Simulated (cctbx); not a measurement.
# A disordered crystal of nominal Tb3Co2

Cell a = 7.5450 Å, b = 7.5450 Å, c = 4.5450 Å, α = 90.00°, β = 90.00°, γ = 120.00°; space group P6_3/m (no. 176); nominal formula Tb3Co2.

Simulated single-crystal data (cctbx): Mo Kα, λ = 0.71073 Å, to d = 0.84 Å, 95 % of the full sphere, strongest reflection 20000 counts, noise from counting, a 1.5 % proportional error and a noise floor of 8 counts (s.d.); no absorption.

With every site full:

```text
Rint 0.019, 151 unique reflections to 0.84 A
cycle     R1     wR2    GooF  max shift (A)
   1  0.1106  0.2486  23.864   0.00006
   2  0.0125  0.0364   3.496   0.00000
final R1 0.0125 wR2 0.0364 GooF 3.496  parameters 10  data/parameter 15.1
atom        x        y        z      Ueq    occ   su(xyz)  su(Uiso or U11)
Tb1    0.92459  0.61369  0.25000   0.0044  1.000  0.00007  0.0003
Co1    0.00000  0.00000  0.50000   0.0002  1.000  0.00000  0.0006
Co2    0.33333  0.66667  0.25000  -0.0008  1.000  0.00000  0.0007  NPD
difference map: max 2.01 min -0.60 rms 0.29
Q1    0.0000  0.0000  0.0000    2    2.01  0.00 A from Co1
Q2    0.3333  0.6667  0.1836    4    1.97  0.30 A from Co2
Q3    0.1330  0.8078  0.7500    6    0.40  1.18 A from Tb1
Q4    0.0453  0.9069  0.7500    6    0.29  1.46 A from Co1
Q5    0.2018  0.7615  0.1352   12    0.29  1.57 A from Co2
Q6    0.9920  0.2114  0.1500   12    0.28  1.76 A from Co1
```

With the occupancies of the suspect sites free, each still typed as its main element:

```text
Rint 0.019, 151 unique reflections to 0.84 A
cycle     R1     wR2    GooF  max shift (A)
   1  0.0604  0.1381  13.309   0.00011
   4  0.0042  0.0089   0.861   0.00000
final R1 0.0042 wR2 0.0089 GooF 0.857  parameters 11  data/parameter 13.7
atom        x        y        z      Ueq    occ   su(xyz)  su(Uiso or U11)
Tb1    0.92460  0.61368  0.25000   0.0039  0.900  0.00002  0.0001
Co1    0.00000  0.00000  0.50000   0.0053  1.000  0.00000  0.0002
Co2    0.33333  0.66667  0.25000   0.0045  1.000  0.00000  0.0002
su of occupancy Tb1: 0.002
difference map: max 0.34 min -0.34 rms 0.09
Q1    0.0914  0.8476  0.2500    6    0.37  1.57 A from Tb1
Q2    0.0160  0.0818  0.2500    6    0.33  1.27 A from Co1
Q3    0.9993  0.2094  0.2500    6    0.30  1.95 A from Co1
Q4    0.1441  0.8105  0.7500    6    0.27  1.11 A from Tb1
Q5    0.3333  0.6667  0.0641    4    0.25  0.84 A from Co2
Q6    0.0460  0.1011  0.0515   12    0.23  0.70 A from Co1
```

**Question.** What is the disorder?

X-rays count electrons. Tb1 refines to 0.900(0.002), or 58.5 electrons; the site truly holds 0.9 Tb, 58.5 electrons, which is 0.900 of Tb. A value under 1 can't tell vacancies from a lighter guest, and one over 1 needs a heavier guest; chemistry or a second radiation must settle which. Occupancy correlates with U and the scale, so the match is approximate.

Freeing them takes R1 from 0.0125 to 0.0042 and GooF from 3.50 to 0.86.

The model is made up (kin elements in a known structure type, no relaxation), so it says nothing on whether the phase exists.

[Middle refinement cycles are left out of these outputs.]

[Logs are printed without paths, hosts, clocks, repeated set-up lines and the standing remarks that a program may print on its own settings, such as how far it seeks lower states.]
